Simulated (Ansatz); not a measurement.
## (InSb)3(CdTe)1 [001] superlattice, started as zinc blende: relaxing the cell for a phonon run: relaxation, k-mesh 6×6×4, smearing width 0.01 eV

Ansatz 0.2.0; DFT PBEsol, scalar-relativistic, plane waves, PAW.

The structure was built from a prototype and need not be the compound's stable phase.

The structure is orthorhombic, space group Pmm2 (No. 25). The conventional cell has a = 4.644 Å, b = 4.665 Å, c = 12.887 Å, α = 90.00°, β = 90.00°, γ = 90.00°. Nearest to Cd lie 2 Sb at 2.75 Å and 2 Te at 2.89 Å. Nearest to In lie 2 Sb at 2.81 Å and 2 Te at 2.88 Å. Nearest to In lie 4 Sb at 2.81 to 2.85 Å. In has 4 Sb at 2.81 to 2.85 Å nearest. Nearest to Sb lie 4 In at 2.81 to 2.85 Å. Sb has 4 In at 2.81 to 2.85 Å nearest. Farther neighbours and most contacts between anions are not listed.

Step by step:

```tsv
step	energy less that of the first step (eV)	largest force component (eV/Å)	pressure (GPa)	volume (Å³)
1	0.0000	0.0892	-0.23	279.20
2	-0.0019	0.1005	0.15	276.57
3	-0.0036	0.0062	0.02	277.49
4	-0.0036	0.0156	-0.01	277.73
5	-0.0036	0.0012	0.00	277.66
6*	-0.0033	0.0011	0.00	277.66
```

Relaxation steps marked * repeat the geometry before them on a plane-wave basis chosen anew for their cell, so energy and pressure can jump there.

Forces are held to the 4 operations that the run works with; a distortion that breaks them can't arise in this run.

```tsv
conventional cell, symmetrised	before	after	change
a (Å)	4.644	4.618	-0.6 %
b (Å)	4.665	4.646	-0.4 %
c (Å)	12.887	12.943	+0.4 %
volume (Å³/atom)	34.90	34.71	-0.6 %
```

The atoms that moved most (Å, as changes of fractional coordinates times the final cell):

```tsv
atom	dx	dy	dz	length
Sb7	0.000	0.000	0.013	0.013
In2	0.000	0.000	-0.008	0.008
In3	0.000	0.000	-0.007	0.007
```

This step gave:

| Property | Result |
| --- | --- |
| pressure | -0.001872 GPa |
| volume per atom | 34.71 Å³ |
| gap on the k-mesh | 0.04264 eV |
| direct gap on mesh | 0.1962 eV |

**Question.** Which input gives these results?

The system, level and task follow from the heading and the kind of results. Meshes, cutoffs and thresholds can't be read from the results; these are the ones that the run used.

input.yaml

```yaml
crystal:
  lattice:
    - [3.283824787, 3.283824787, 0.0]
    - [-3.2986489196, 3.2986489196, 0.0]
    - [0.0, 0.0, 12.8873645674]
  atoms:
    - { symbol: Cd, position: [0.5, 0.5, 0.7388851799] }
    - { symbol: In, position: [0.0, 0.0, 0.0040644135] }
    - { symbol: In, position: [0.5, 0.5, 0.2533771758] }
    - { symbol: In, position: [0.0, 0.0, 0.502813275] }
    - { symbol: Sb, position: [0.5, 0.0, 0.1264613263] }
    - { symbol: Sb, position: [0.0, 0.5, 0.3762016956] }
    - { symbol: Sb, position: [0.5, 0.0, 0.625243019] }
    - { symbol: Te, position: [0.0, 0.5, 0.8729539149] }
kpoints:
  mp_grid: { grid: [6, 6, 4] }
hamiltonian:
  xc: pbesol
scf:
  occupations: { method: gaussian, width: 0.01 }
output:
  forces: true
  stress: true
  eigenvalues: true
relax:
  adjacent_minimum: "off"
  f_tol: 0.005
  max_steps: 80
  cell: { stress_tol: 0.05 }
```

On the command line:

```sh
ansatz run input.yaml --threads 4 --pin off --max-ram 14336MiB --backend cpu --events-out ev --progress --plain --runs-dir out
```

[Logs are printed without paths, hosts, clocks, repeated set-up lines and the standing remarks that a program may print on its own settings, such as how far it seeks lower states.]

[Hosts, paths, dates, database ids (printed as entryN), source tags and the programs' standing remarks are cut or masked in the printed files.]
